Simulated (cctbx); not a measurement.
# A crystallographic session in cctbx: LaYbP2

Library: cctbx 2025.11. The data are simulated by the first script.

## 1. Simulate the data

run.py:

```python
from cctbx import adptbx, crystal, miller, sgtbx, xray
from cctbx.array_family import flex
from iotbx.shelx import hklf
from scitbx import matrix
import scitbx.random

cs = crystal.symmetry(unit_cell=(4.286, 4.286, 20.831, 90, 90, 120), space_group_symbol='Hall: -R 3 2"')  # R-3m
atoms = [  # label, site, U (iso, or U11 U22 U33 U12 U13 U23 in A^2), occupancy
    ("Yb1", (2/3, 1/3, 0.83333), (0.0073, 0.0073, 0.0064, 0.0036, 0.0000, 0.0000), 1),
    ("La1", (0, 0, 0), (0.0075, 0.0075, 0.0086, 0.0038, 0.0000, 0.0000), 1),
    ("P1", (0, 0, 0.748), (0.0195, 0.0195, 0.0380, 0.0098, 0.0000, 0.0000), 1),
]
xs = xray.structure(crystal_symmetry=cs)
for label, site, u, occ in atoms:
    u = adptbx.u_cif_as_u_star(cs.unit_cell(), u) if isinstance(u, tuple) else u
    xs.add_scatterer(xray.scatterer(label, site=site, u=u, occupancy=occ))
xs.set_inelastic_form_factors(0.71073, "sasaki")
xs.show_summary()
p1 = xs.expand_to_p1()
ms = miller.build_set(p1, anomalous_flag=True, d_min=0.8)
flex.set_random_seed(129400)
scitbx.random.set_random_seed(129400)
ms = ms.select(flex.random_double(ms.size()) < 0.8)
i = ms.structure_factors_from_scatterers(p1, algorithm="direct").f_calc().as_intensity_array().data()
i = i * 70000 / flex.max(i)
sig = flex.sqrt(i + flex.pow2(0.03 * i) + 2 ** 2)
noise = scitbx.random.variate(scitbx.random.normal_distribution())(i.size())
data = ms.array(data=i + sig * noise, sigmas=sig).set_observation_type_xray_intensity()
with open("data.hkl", "w") as f:
    data.export_as_shelx_hklf(f)
print("reflections written:", data.size(), " <I/sigma> = %.1f" % flex.mean(data.data() / data.sigmas()))
for h, a, b in list(data.sort("data"))[:12]:
    print("%4d%4d%4d %9.1f %7.1f" % (h + (a, b)))
```

```console
$ python run.py
```

```text
Number of scatterers: 3
At special positions: 3
Unit cell: (4.286, 4.286, 20.831, 90, 90, 120)
Space group: R -3 m :H (No. 166)
reflections written: 2217  <I/sigma> = 8.0
   1  -1  -4   72779.2  2116.6
   0  -1   4   72029.5  2116.6
  -1   1   4   71163.9  2116.6
   1   0   4   70658.3  2116.6
  -1   0  -4   70524.3  2116.6
  -2   1   0   57798.2  1688.0
   1  -2   0   55946.5  1688.0
   2  -1   0   55765.8  1688.0
   1   1   0   55351.2  1688.0
   1  -1   8   54743.7  1651.3
  -1   0   8   54467.9  1651.3
   1   0  -8   54437.9  1651.3
```

It took 0.28 s on 1 thread of Arm Neoverse V2, with other jobs on the host, peak memory 0.07 GiB.

## 2. Symmetry

run.py:

```python
from cctbx import crystal, sgtbx, statistics
from cctbx.array_family import flex
from iotbx.shelx import hklf

p1 = crystal.symmetry(unit_cell=(4.286, 4.286, 20.831, 90, 90, 120), space_group_symbol="P 1")
raw = hklf.reader(file_name="data.hkl").as_miller_arrays(crystal_symmetry=p1, anomalous=True)[0]
print(raw.size(), "reflections to d = %.3f A" % raw.d_min())
isig = raw.data() / raw.sigmas()
print("centring   violations  <I/sigma> of those")
best = "P"
for c in "ABCIRF":
    a = raw.customized_copy(space_group_info=sgtbx.space_group_info("Hall: %s 1" % c)).sys_absent_flags().data()
    m = flex.mean(isig.select(a))
    print("%5s %10d of %5d %8.1f" % (c, (isig.select(a) > 4).count(True), a.count(True), m))
    if (isig.select(a) > 4).count(True) < 0.01 * a.count(True):
        best = c
raw = raw.select(~raw.customized_copy(space_group_info=sgtbx.space_group_info("Hall: %s 1" % best)).sys_absent_flags().data())
isig = raw.data() / raw.sigmas()
rows = []
for s in sgtbx.space_group_symbol_iterator():
    g = sgtbx.space_group(s)
    if g.conventional_centring_type_symbol() != best or not g.is_compatible_unit_cell(p1.unit_cell(), 1e-3, 0.02):
        continue
    rows.append((s, g))
print("Laue class    unique    Rint  (classes that these axes allow; Friedel mates merged)")
rint = {}
for s, g in rows:
    laue = g.build_derived_patterson_group()
    key = laue.type().hall_symbol()
    if key not in rint:
        m = raw.customized_copy(space_group_info=laue.info(), anomalous_flag=False).merge_equivalents()
        rint[key] = m.r_int()
        print("%-14s %6d %7.3f" % (laue.type().lookup_symbol(), m.array().size(), m.r_int()))
floor = min(rint.values())
good = [(s, g) for s, g in rows if rint[g.build_derived_patterson_group().type().hall_symbol()] < 2 * floor + 0.03]
top = max(g.build_derived_patterson_group().order_z() for s, g in good)
print("space group    extra absences  I>4sigma  <I/sigma>")
for s, g in good:
    laue = g.build_derived_patterson_group()
    if laue.order_z() != top:
        continue
    a = raw.customized_copy(space_group_info=g.info()).sys_absent_flags().data()
    a &= ~raw.customized_copy(space_group_info=laue.info()).sys_absent_flags().data()
    bad = (isig.select(a) > 4).count(True)
    if bad <= 0.03 * a.count(True):
        print("%-16s %8d %10d %9s  %s" % (s.universal_hermann_mauguin(), a.count(True), bad, "%.1f" % flex.mean(isig.select(a)) if a.count(True) else "-", "centric" if g.is_centric() else "acentric"))
laue = max(good, key=lambda t: t[1].build_derived_patterson_group().order_z())[1].build_derived_patterson_group()
f = raw.customized_copy(space_group_info=laue.info(), anomalous_flag=False).merge_equivalents().array().eliminate_sys_absent().f_sq_as_f()
f.set_observation_type_xray_amplitude()
bins = max(3, min(8, f.size() // 12))
f.setup_binner(n_bins=bins)
w = statistics.wilson_plot(f, {e: n / laue.order_z() for e, n in {'Yb': 3.0, 'La': 3.0, 'P': 6.0}.items()}, e_statistics=True)
print("Wilson B = %.2f A^2   <|E^2-1|> = %.3f (0.968 centric, 0.736 acentric)   E^2>4: %.1f %%" % (w.wilson_b, w.mean_e_sq_minus_1, w.percent_e_sq_gt_2))
print("shell (A)         n   <I/sigma>")
m = raw.customized_copy(space_group_info=laue.info(), anomalous_flag=False).merge_equivalents().array().eliminate_sys_absent()
for b in m.setup_binner(n_bins=bins).range_used():
    sel = m.binner().selection(b)
    print("%5.2f - %4.2f %6d %8.1f" % (min(m.binner().bin_d_range(b)[0] if m.binner().bin_d_range(b)[0] > 0 else 99, 99), m.binner().bin_d_range(b)[1], sel.count(True), flex.mean((m.data() / m.sigmas()).select(sel))))
```

```console
$ python run.py
```

```text
2217 reflections to d = 0.800 A
centring   violations  <I/sigma> of those
    A        367 of  1124      7.9
    B        361 of  1105      7.8
    C        362 of  1105      8.0
    I        372 of  1115      8.1
    R          0 of  1485      0.0
    F        545 of  1667      7.9
Laue class    unique    Rint  (classes that these axes allow; Friedel mates merged)
R -3 :H           158   0.022
R -3 m :H         111   0.023
space group    extra absences  I>4sigma  <I/sigma>
R 3 2 :H                0          0         -  acentric
R 3 m :H                0          0         -  acentric
R -3 m :H               0          0         -  centric
Wilson B = 0.54 A^2   <|E^2-1|> = 0.781 (0.968 centric, 0.736 acentric)   E^2>4: 0.0 %
shell (A)         n   <I/sigma>
 6.94 - 1.60     19     54.7
 1.60 - 1.27     13     57.8
 1.27 - 1.11     14     55.0
 1.11 - 1.01     13     59.2
 1.01 - 0.94     11     56.7
 0.94 - 0.88     14     59.1
 0.88 - 0.84     14     58.2
 0.84 - 0.80     13     60.4
```

Time: 0.29 s.

## 3. Charge flipping

run.py:

```python
import itertools
from cctbx import crystal, maptbx
from cctbx.array_family import flex
from iotbx.shelx import hklf
from smtbx.ab_initio import charge_flipping as cf

cs = crystal.symmetry(unit_cell=(4.286, 4.286, 20.831, 90, 90, 120), space_group_symbol='Hall: -R 3 2"')  # R-3m
raw = hklf.reader(file_name="data.hkl").as_miller_arrays(crystal_symmetry=cs, anomalous=True)[0]
merged = raw.eliminate_sys_absent().merge_equivalents()
fo2 = merged.array().set_observation_type_xray_intensity()
f = fo2.average_bijvoet_mates().f_sq_as_f().resolution_filter(d_min=0.8)
p1 = f.expand_to_p1()
work = p1
flex.set_random_seed(36473)
it = cf.weak_reflection_improved_iterator(delta=None, weak_reflection_fraction=0.2)
it.start(work, phases=flex.random_double(p1.size()) * 6.2832, f_000=0)
it.delta = 1.2 * it.rho_map.sigma()
print("cycle      R  skewness")
for n, st in enumerate(itertools.islice(it, 300)):
    if n % 25 == 0:
        print("%5d %6.3f %8.2f" % (n, st.r1_factor(), st.rho_map.skewness()))
rho = p1.phase_transfer(it.f_calc).fft_map().apply_volume_scaling()
polish = cf.low_density_elimination_iterator(constant_rho_c=rho.sigma())
polish.start(f_obs=p1, phases=it.f_calc, f_000=0)
for _ in range(8):
    next(polish)
print("origin shift          correlation  skewness")
maps = []
for fc, shift, cc in itertools.islice(cf.f_calc_symmetrisations(f, polish.f_calc, 0), 4):
    m = f.phase_transfer(fc).fft_map(symmetry_flags=maptbx.use_space_group_symmetry, resolution_factor=0.25).apply_sigma_scaling()
    maps.append((m.skewness(), cc, m))
    print("%6.3f %6.3f %6.3f %10.3f %9.2f" % (tuple(shift) + (cc, m.skewness())))
skew, cc, m = max((t for t in maps if t[1] > maps[0][1] - 0.04), key=lambda t: t[0])
print("taken: symmetry correlation %.3f, skewness %.2f" % (cc, skew))
peaks = m.peak_search(parameters=maptbx.peak_search_parameters(min_distance_sym_equiv=0.9, max_clusters=8)).all()
sps = cs.special_position_settings(min_distance_sym_equiv=0.5)
print("peak      x       y       z  mult  height/sigma")
for k, (x, h) in enumerate(zip(peaks.sites(), peaks.heights())):
    ss = sps.site_symmetry(x)
    print("Q%-3d %7.4f %7.4f %7.4f %4d %8.1f" % ((k + 1,) + tuple(t % 1 for t in ss.exact_site()) + (ss.multiplicity(), h)))
```

```console
$ python run.py
```

```text
cycle      R  skewness
    0  0.444     0.28
   25  0.144     5.07
   50  0.184     5.11
   75  0.184     5.04
  100  0.185     4.98
  125  0.174     4.98
  150  0.151     4.99
  175  0.170     5.02
  200  0.174     4.95
  225  0.171     4.94
  250  0.172     5.08
  275  0.171     5.01
origin shift          correlation  skewness
 0.061  0.000  0.414      0.834      5.34
 0.061  0.000  0.164      0.835      5.28
 0.049 -0.020  0.297      0.827      4.82
 0.049 -0.020  0.047      0.828      4.74
taken: symmetry correlation 0.834, skewness 5.34
peak      x       y       z  mult  height/sigma
Q1    0.0000  0.0000  0.0000    3     17.0
Q2    0.0000  0.0000  0.5000    3     15.1
Q3    0.0000  0.0000  0.2465    6      7.7
Q4    0.0397  0.5198  0.1865   18      1.7
Q5    0.9797  0.4899  0.2555   18      1.6
Q6    0.9966  0.2140  0.0290   36      1.3
Q7    0.0000  0.0000  0.1214    6      1.3
Q8    0.0000  0.0000  0.3271    6      1.3
```

Time: 0.38 s.

## 4. Refinement (model from the peaks)

run.py:

```python
import math
from cctbx import adptbx, crystal, maptbx, sgtbx, xray
from cctbx.array_family import flex
from cctbx.xray import observations
from iotbx.shelx import hklf
from scitbx.lstbx import normal_eqns_solving
from smtbx import absolute_structure, utils
from smtbx.refinement import constraints, least_squares

cs = crystal.symmetry(unit_cell=(4.286, 4.286, 20.831, 90, 90, 120), space_group_symbol='Hall: -R 3 2"')  # R-3m
atoms = [  # label, site, U (iso, or U11 U22 U33 U12 U13 U23 in A^2), occupancy
    ("La1", (0, 0, 0), 0.0200, 1),
    ("Yb1", (0, 0, 0.5), 0.0200, 1),
    ("P1", (0, 0, 0.2465), 0.0200, 1),
]
xs = xray.structure(crystal_symmetry=cs)
for label, site, u, occ in atoms:
    u = adptbx.u_cif_as_u_star(cs.unit_cell(), u) if isinstance(u, tuple) else u
    xs.add_scatterer(xray.scatterer(label, site=site, u=u, occupancy=occ))
xs.set_inelastic_form_factors(0.71073, "sasaki")
raw = hklf.reader(file_name="data.hkl").as_miller_arrays(crystal_symmetry=cs, anomalous=True)[0]
merged = raw.eliminate_sys_absent().merge_equivalents()
fo2 = merged.array().set_observation_type_xray_intensity()
print("Rint %.3f, %d unique reflections to %.2f A" % (merged.r_int(), fo2.size(), fo2.d_min()))
for sc in xs.scatterers():
    sc.flags.set_grad_site(True)
    sc.flags.set_grad_u_aniso(sc.flags.use_u_aniso())
    sc.flags.set_grad_u_iso(sc.flags.use_u_iso())
obs = fo2.as_xray_observations()
extra = {}
rep = constraints.reparametrisation(xs, [], utils.connectivity_table(xs), **extra)
ls = least_squares.crystallographic_ls(obs, rep, weighting_scheme=least_squares.mainstream_shelx_weighting(a=0, b=0))
print("cycle     R1     wR2    GooF  max shift (A)")
for cycle in range(6):
    ls.build_up()
    r1, wr2, goof = ls.r1_factor(cutoff_factor=2)[0], ls.wR2(), ls.goof()
    old = xs.sites_cart()
    normal_eqns_solving.levenberg_marquardt_iterations(ls, n_max_iterations=3, tau=0.0001, step_threshold=1e-7)
    big = flex.max((xs.sites_cart() - old).norms())
    print("%4d %7.4f %7.4f %7.3f %9.5f" % (cycle + 1, r1, wr2, goof, big))
    ls.build_up(objective_only=True)
    if abs(ls.wR2() - wr2) < 5e-5 and big < 5e-4:
        break
ls.build_up()
print("final R1 %.4f wR2 %.4f GooF %.3f  parameters %d  data/parameter %.1f" % (ls.r1_factor(cutoff_factor=2)[0], ls.wR2(), ls.goof(), ls.n_parameters, fo2.size() / ls.n_parameters))
cov = ls.covariance_matrix_and_annotations()
su = dict(zip(cov.annotations, (math.sqrt(max(v, 0)) for v in cov.matrix.matrix_packed_u_diagonal())))
a2 = cs.unit_cell().reciprocal_parameters()[0] ** -2
print("atom        x        y        z      Ueq    occ   su(xyz)  su(Uiso or U11)")
for sc in xs.scatterers():
    s = max(su.get(sc.label + k, 0) for k in (".x", ".y", ".z"))
    npd = "" if sc.is_positive_definite_u(cs.unit_cell()) else "  NPD"
    print("%-5s %8.5f %8.5f %8.5f %8.4f %6.3f %8.5f %7.4f%s" % ((sc.label,) + sc.site + (sc.u_iso_or_equiv(cs.unit_cell()), sc.occupancy, s, su.get(sc.label + ".uiso", su.get(sc.label + ".u11", 0) * a2), npd)))
fo = fo2.f_sq_as_f()
fc = fo.structure_factors_from_scatterers(xs, algorithm="direct").f_calc()
diff = fo.f_obs_minus_f_calc(1 / math.sqrt(ls.scale_factor()), fc).average_bijvoet_mates()
m = diff.fft_map(symmetry_flags=maptbx.use_space_group_symmetry, resolution_factor=0.25).apply_volume_scaling()
print("difference map: max %.2f min %.2f rms %.2f" % (m.statistics().max(), m.statistics().min(), m.statistics().sigma()))
peaks = m.peak_search(parameters=maptbx.peak_search_parameters(min_distance_sym_equiv=0.6, max_clusters=5)).all()
near = xs.closest_distances(peaks.sites(), distance_cutoff=4)
sps = cs.special_position_settings(min_distance_sym_equiv=0.5)
for k, (x, h) in enumerate(zip(peaks.sites(), peaks.heights())):
    ss = sps.site_symmetry(x)
    print("Q%-3d %7.4f %7.4f %7.4f %4d %7.2f  %.2f A from %s" % ((k + 1,) + tuple(t % 1 for t in ss.exact_site()) + (ss.multiplicity(), h, near.smallest_distances[k], xs.scatterers()[near.i_seqs[k]].label)))
```

```console
$ python run.py
```

```text
Rint 0.023, 111 unique reflections to 0.80 A
cycle     R1     wR2    GooF  max shift (A)
   1  0.1315  0.3820  23.998   0.11165
   2  0.0153  0.0464   2.912   0.00017
final R1 0.0153 wR2 0.0464 GooF 2.912  parameters 4  data/parameter 27.8
atom        x        y        z      Ueq    occ   su(xyz)  su(Uiso or U11)
La1    0.00000  0.00000  0.00000   0.0079  1.000  0.00000  0.0003
Yb1    0.00000  0.00000  0.50000   0.0071  1.000  0.00000  0.0003
P1     0.00000  0.00000  0.25187   0.0260  1.000  0.00009  0.0010
difference map: max 2.30 min -1.00 rms 0.19
Q1    0.0000  0.0000  0.2767    6    2.31  0.52 A from P1
Q2    0.0000  0.0000  0.2264    6    1.95  0.53 A from P1
Q3    0.0000  0.0000  0.0243    6    1.14  0.51 A from La1
Q4    0.0435  0.5217  0.4087   18    0.38  1.08 A from P1
Q5    0.0469  0.5234  0.9046   18    0.36  1.10 A from P1
```

Time: 0.48 s.

## 5. Refinement (anisotropic displacement)

run.py, as its changes from the last script of this kind:

```diff
@@ -12,3 +12,3 @@
-    ("La1", (0, 0, 0), 0.0200, 1),
-    ("Yb1", (0, 0, 0.5), 0.0200, 1),
-    ("P1", (0, 0, 0.2465), 0.0200, 1),
+    ("La1", (0, 0, 0), 0.0079, 1),
+    ("Yb1", (0, 0, 0.5), 0.0071, 1),
+    ("P1", (0, 0, 0.25187), 0.0260, 1),
@@ -20,0 +21 @@
+xs.convert_to_anisotropic()
@@ -34 +35 @@
-for cycle in range(6):
+for cycle in range(8):
@@ -38 +39 @@
-    normal_eqns_solving.levenberg_marquardt_iterations(ls, n_max_iterations=3, tau=0.0001, step_threshold=1e-7)
+    normal_eqns_solving.levenberg_marquardt_iterations(ls, n_max_iterations=3, tau=1e-06, step_threshold=1e-7)
@@ -59 +60 @@
-peaks = m.peak_search(parameters=maptbx.peak_search_parameters(min_distance_sym_equiv=0.6, max_clusters=5)).all()
+peaks = m.peak_search(parameters=maptbx.peak_search_parameters(min_distance_sym_equiv=0.6, max_clusters=6)).all()
```

```console
$ python run.py
```

```text
Rint 0.023, 111 unique reflections to 0.80 A
cycle     R1     wR2    GooF  max shift (A)
   1  0.0153  0.0464   2.959   0.00276
   2  0.0052  0.0134   0.856   0.00000
final R1 0.0052 wR2 0.0134 GooF 0.856  parameters 7  data/parameter 15.9
atom        x        y        z      Ueq    occ   su(xyz)  su(Uiso or U11)
La1    0.00000  0.00000  0.00000   0.0079  1.000  0.00000  0.0001
Yb1    0.00000  0.00000  0.50000   0.0070  1.000  0.00000  0.0001
P1     0.00000  0.00000  0.25200   0.0261  1.000  0.00003  0.0004
difference map: max 0.25 min -0.35 rms 0.08
Q1    0.0929  0.1857  0.0340   18    0.26  0.99 A from La1
Q2    0.9984  0.4992  0.2468   18    0.20  2.08 A from Yb1
Q3    0.9995  0.4998  0.3540   18    0.18  1.31 A from La1
Q4    0.0734  0.5367  0.8975   18    0.18  1.06 A from P1
Q5    0.0896  0.5448  0.2013   18    0.17  1.16 A from Yb1
Q6    0.0842  0.5421  0.3965   18    0.16  1.00 A from P1
```

Run time: 0.43 s on 1 thread of Arm Neoverse V2, on a shared host, peak memory 0.09 GiB.

[Logs are printed without paths, hosts, clocks, repeated set-up lines and the standing remarks that a program may print on its own settings, such as how far it seeks lower states.]
